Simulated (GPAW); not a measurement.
## Quasiparticle gap of SnS2 (1T monolayer) in GPAW

Wanted: ground state, empty states, screening and self-energy for SnS2 (1T monolayer).

Method: LDA and many-body steps on it, plane waves, in GPAW 26.7.0.

The raw output is cut from this account; settings, times and results stay.

## (1) The starting structure

The cell holds 3 atoms: 1 Sn and 2 S. Cell: a = 3.613 Å, b = 3.613 Å, c = 13.900 Å, α = 90.0°, β = 90.0°, γ = 120.0°. Vacuum lies along c.

The structure was relaxed with LDA. The runs that relaxed it are not among those shown.

## (2) Ground state

This step: GPAW 26.7.0; DFT, LDA, plane waves, PAW.

The ground-state density comes first.

run.py reads:

```python
import json
import numpy as np
from gpaw.mpi import world
from ase import Atoms
from gpaw import GPAW, PW, FermiDirac

atoms = Atoms(['Sn', 'S', 'S'],
    cell=[[3.6125503037, 0.0000000000, 0.0000000000],
      [-1.8062751518, 3.1285603354, 0.0000000000],
      [0.0000000000, 0.0000000000, 13.9000000000]],
    scaled_positions=[[0.0000000000, 0.0000000000, 0.5000000000],
      [0.3333333333, 0.6666666667, 0.6054073987],
      [0.6666666667, 0.3333333333, 0.3945926013]],
    pbc=(True, True, False))
calc = GPAW(mode=PW(450),
    xc='LDA',
    kpts={'size': (12, 12, 1), 'gamma': True},
    occupations=FermiDirac(0.001),
    nbands=-7,
    convergence={'density': 1e-6, 'bands': -3},
    maxiter=100,
    txt='gs.txt')
atoms.calc = calc
res = {'energy': atoms.get_potential_energy()}
kpts = calc.get_ibz_k_points()
res['kpts'] = kpts
res['eigenvalues'] = [calc.get_eigenvalues(kpt=k) for k in range(len(kpts))]
res['n_electrons'] = calc.get_number_of_electrons()
calc.write('gs.gpw')

if world.rank == 0:
    with open('result.json', 'w') as f:
        json.dump(res, f, default=lambda x: x.tolist())
```

On the command line:

```
mpirun -n 8 gpaw python run.py
```

It took 7.4 s on 8 MPI ranks of Arm Neoverse V2, shared host; peak memory 1.2 GiB; 52 s of CPU time.

Read from the output:

```yaml
total_energy: -15.13 eV
gap: 1.482 eV
k_of_the_valence_top: 0.1667, 0, 0
k_of_the_conduction_bottom: 0.5, 0.5, 0
least_direct_gap: 1.760 eV
```

The gap is indirect, with the least direct gap 0.28 eV higher.

## (3) Bands along the symmetry lines

The cheap functional maps the bands first; the places of the edges decide which points the dearer methods must see.

run.py reads:

```python
import json
import numpy as np
from gpaw.mpi import world
from gpaw import GPAW

path = [[0.000000, 0.000000, 0.000000],
    [0.062500, 0.000000, 0.000000],
    [0.125000, 0.000000, 0.000000],
    [0.187500, 0.000000, 0.000000],
    [0.250000, 0.000000, 0.000000],
    [0.312500, 0.000000, 0.000000],
    [0.375000, 0.000000, 0.000000],
    [0.437500, 0.000000, 0.000000],
    [0.500000, 0.000000, 0.000000],
    [0.479167, 0.041667, 0.000000],
    [0.458333, 0.083333, 0.000000],
    [0.437500, 0.125000, 0.000000],
    [0.416667, 0.166667, 0.000000],
    [0.395833, 0.208333, 0.000000],
    [0.375000, 0.250000, 0.000000],
    [0.354167, 0.291667, 0.000000],
    [0.333333, 0.333333, 0.000000],
    [0.291667, 0.291667, 0.000000],
    [0.250000, 0.250000, 0.000000],
    [0.208333, 0.208333, 0.000000],
    [0.166667, 0.166667, 0.000000],
    [0.125000, 0.125000, 0.000000],
    [0.083333, 0.083333, 0.000000],
    [0.041667, 0.041667, 0.000000],
    [0.000000, 0.000000, 0.000000]]
calc = GPAW('gs.gpw').fixed_density(kpts=path,
    symmetry='off',
    nbands=23,
    convergence={'bands': 19},
    txt='bands.txt')
res = {}
kpts = calc.get_ibz_k_points()
res['kpts'] = kpts
res['eigenvalues'] = [calc.get_eigenvalues(kpt=k) for k in range(len(kpts))]
res['n_electrons'] = calc.get_number_of_electrons()

if world.rank == 0:
    with open('result.json', 'w') as f:
        json.dump(res, f, default=lambda x: x.tolist())
```

On the command line:

```
mpirun -n 8 gpaw python run.py
```

The job ended after 9.8 s (8 MPI ranks; peak memory 1.3 GiB).

This step gave:

```yaml
gap: 1.475 eV
k_of_the_valence_top: 0.125, 0, 0
k_of_the_conduction_bottom: 0.5, 0, 0
least_direct_gap: 1.760 eV
```

The gap is 1.475 eV, −0.007 eV from the run before at this level.

The electronic bands at the labelled points (eV, zero at the top of the highest filled band):

```csv
point,band 10,band 11,band 12,band 13,band 14,band 15,band 16,band 17
Γ,-0.53,-0.53,-0.09,-0.09,2.48,3.72,5.38,5.38
halfway,-1.85,-1.68,-0.70,-0.08,2.58,4.85,6.13,6.42
M,-2.39,-2.18,-0.58,-0.29,1.47,4.62,6.12,6.22
halfway,-3.25,-2.49,-0.82,-0.53,2.31,5.74,6.11,6.57
K,-3.78,-3.39,-0.73,-0.73,2.67,6.06,6.06,7.60
halfway,-2.87,-1.38,-0.91,-0.40,2.95,5.50,5.93,6.30
Γ,-0.53,-0.53,-0.09,-0.09,2.48,3.72,5.38,5.38
```

## (4) Empty states on the mesh, 9×9×1 mesh, 265 bands

The sums over transitions need many empty states on a uniform mesh; this step solves for them.

run.py reads:

```python
import json
import numpy as np
from gpaw.mpi import world
from gpaw import GPAW

calc = GPAW('gs.gpw').fixed_density(kpts={'size': (9, 9, 1), 'gamma': True},
    parallel={'domain': 1, 'band': 1},
    txt='nscf.txt')
calc.diagonalize_full_hamiltonian(nbands=265)
calc.write('full.gpw', mode='all')
res = {}
kpts = calc.get_ibz_k_points()
res['kpts'] = kpts
res['eigenvalues'] = [calc.get_eigenvalues(kpt=k) for k in range(len(kpts))]
res['n_electrons'] = calc.get_number_of_electrons()

if world.rank == 0:
    with open('result.json', 'w') as f:
        json.dump(res, f, default=lambda x: x.tolist())
```

On the command line:

```
mpirun -n 8 gpaw python run.py
```

It took 98 s on 8 MPI ranks; peak memory 7.1 GiB; 12 min of CPU time.

Read from the output:

```
gap                                                           : 1.542 eV
k of the valence top                                          : 0.1111, 0, 0
k of the conduction bottom                                    : 0.4444, 0, 0
least direct gap                                              : 1.811 eV
k points computed                                             : 12
lowest point of the top converged band, above the valence top : 76.9312 eV
```

On this mesh the gap is 1.542 eV. The earlier step found 1.482 eV, so this mesh misses an edge.

## (5) Screening and self-energy, 9×9×1 mesh, 118 bands, screening to 48 eV

G0W0 replaces the xc potential by the self-energy, built once from these orbitals. Only a window of levels is corrected, while the sums run over the empty bands that the input names.

This step: G0W0 on LDA, plane waves, PAW.

run.py reads:

```python
import json
import numpy as np
from gpaw.mpi import world
from gpaw.response.g0w0 import G0W0

gw = G0W0('full.gpw',
    filename='gw',
    kpts=[0, 1, 9],
    bands=(11, 15),
    ecut=48,
    nbands=118,
    truncation='2D',
    integrate_gamma='sphere',
    q0_correction=True,
    frequencies={'type': 'nonlinear', 'domega0': 0.15, 'omega2': 15.0},
    eta=0.1,
    nblocksmax=True)
gw.calculate()
res = {mode: {k: v for k, v in r.items() if k != 'sigma_eskwn'}
       for mode, r in gw.all_results.items()}

if world.rank == 0:
    with open('result.json', 'w') as f:
        json.dump(res, f, default=lambda x: x.tolist())
```

On the command line:

```
mpirun -n 8 gpaw python run.py
```

The job ended after 1.8 min (8 MPI ranks; peak memory 3.2 GiB; 13 min of CPU time).

Numbers from this step:

- G0W0 gap on the mesh: 3.153 eV
- least direct G0W0 gap on the computed points: 3.486 eV
- Z at the valence top: 0.7462
- Z at the conduction bottom: 0.7762
- starting gap on the mesh: 1.542 eV
- k of the valence top: 0.1111, 0, 0
- k of the conduction bottom: 0.4444, 0, 0

The gap on the mesh goes from 1.54 eV to 3.15 eV, a correction of +1.61 eV. The start differs from the 1.48 eV found before because the two sample other k points.

Limits: finite bands, cutoff and mesh; no spin-orbit coupling. v1 is the top filled band, c1 the lowest empty one. Levels before and after the correction, in eV, zero at the valence-band top of each column:

```csv
,conduction bottom,valence top
Kohn-Sham,1.54,0.00
G0W0,3.15,0.00
```

```csv
,level,energy (eV)
Kohn-Sham,(0.111 0 0) v2,-0.649
Kohn-Sham,(0.111 0 0) v1,0.000
Kohn-Sham,(0.111 0 0) c1,2.953
Kohn-Sham,(0.111 0 0) c2,4.353
Kohn-Sham,(0.444 0 0) v2,-0.567
Kohn-Sham,(0.444 0 0) v1,-0.269
Kohn-Sham,(0.444 0 0) c1,1.542
Kohn-Sham,(0.444 0 0) c2,4.658
G0W0,(0.111 0 0) v2,-0.693
G0W0,(0.111 0 0) v1,0.000
G0W0,(0.111 0 0) c1,4.675
G0W0,(0.111 0 0) c2,5.921
G0W0,(0.444 0 0) v2,-0.771
G0W0,(0.444 0 0) v1,-0.333
G0W0,(0.444 0 0) c1,3.153
G0W0,(0.444 0 0) c2,6.177
```

## (6) Where the time went

Times are wall times on 8 MPI ranks of Arm Neoverse V2, shared host, good to a factor of about two.

```csv
step,time,share,memory (GiB)
ground state,7.4 s,3 %,1.2
bands along the symmetry lines,9.8 s,4 %,1.3
empty states on the mesh,98 s,44 %,7.1
screening and self-energy,1.8 min,48 %,3.2
```

## (7) What came out

| Quantity | Value |
| --- | --- |
| LDA gap | 1.47 eV, indirect |
| G0W0 gap on the mesh | 3.15 eV |
| G0W0 gap over the zone (rigid shift) | 3.09 eV |
| GW settings | 9×9×1 mesh, 118 bands, screening to 48 eV, full frequency, Hilbert transform |
| known limits | short of the basis limit; no spin-orbit coupling |

In words: G0W0 moves the gap on the mesh from 1.54 eV to 3.15 eV (+1.61 eV), with Z of 0.75 and 0.78 at the edges. The mesh misses the band edges by 0.07 eV in all; a rigid shift gives 3.09 eV for the zone. Bands and cutoff are finite, so the gap stands short of the basis limit, usually by up to a few tenths of an eV; the mesh is an error of its own. In this program the long-wavelength screening can come out low in d oxides and layered crystals. The many-body steps are scalar-relativistic: spin-orbit coupling is not in them.

[Long decimals in the printed logs are rounded to 6 places.]

[Logs are printed without paths, hosts, clocks, repeated set-up lines and the standing remarks that a program may print on its own settings, such as how far it seeks lower states.]

[Paths, hosts, dates, memory and timing lines, banners, echoed tables and standing remarks are left out of the program output; an Ansatz launch command may be rebuilt from the run's recorded settings. Measured values are a selection of at most five: reports struck by readers or far from the other reports are left out. None is set beside runs whose start may be inverted or whose files or cutoffs have a known fault.]

[Runs of the session that timed out or met a known fault of the program may be left out.]

[Hosts, paths, dates, database ids (printed as entryN), source tags and the programs' standing remarks are cut or masked in the printed files.]

[Where the starting crystal was built by hand or by swapping elements, it need not be the compound's stable phase.]
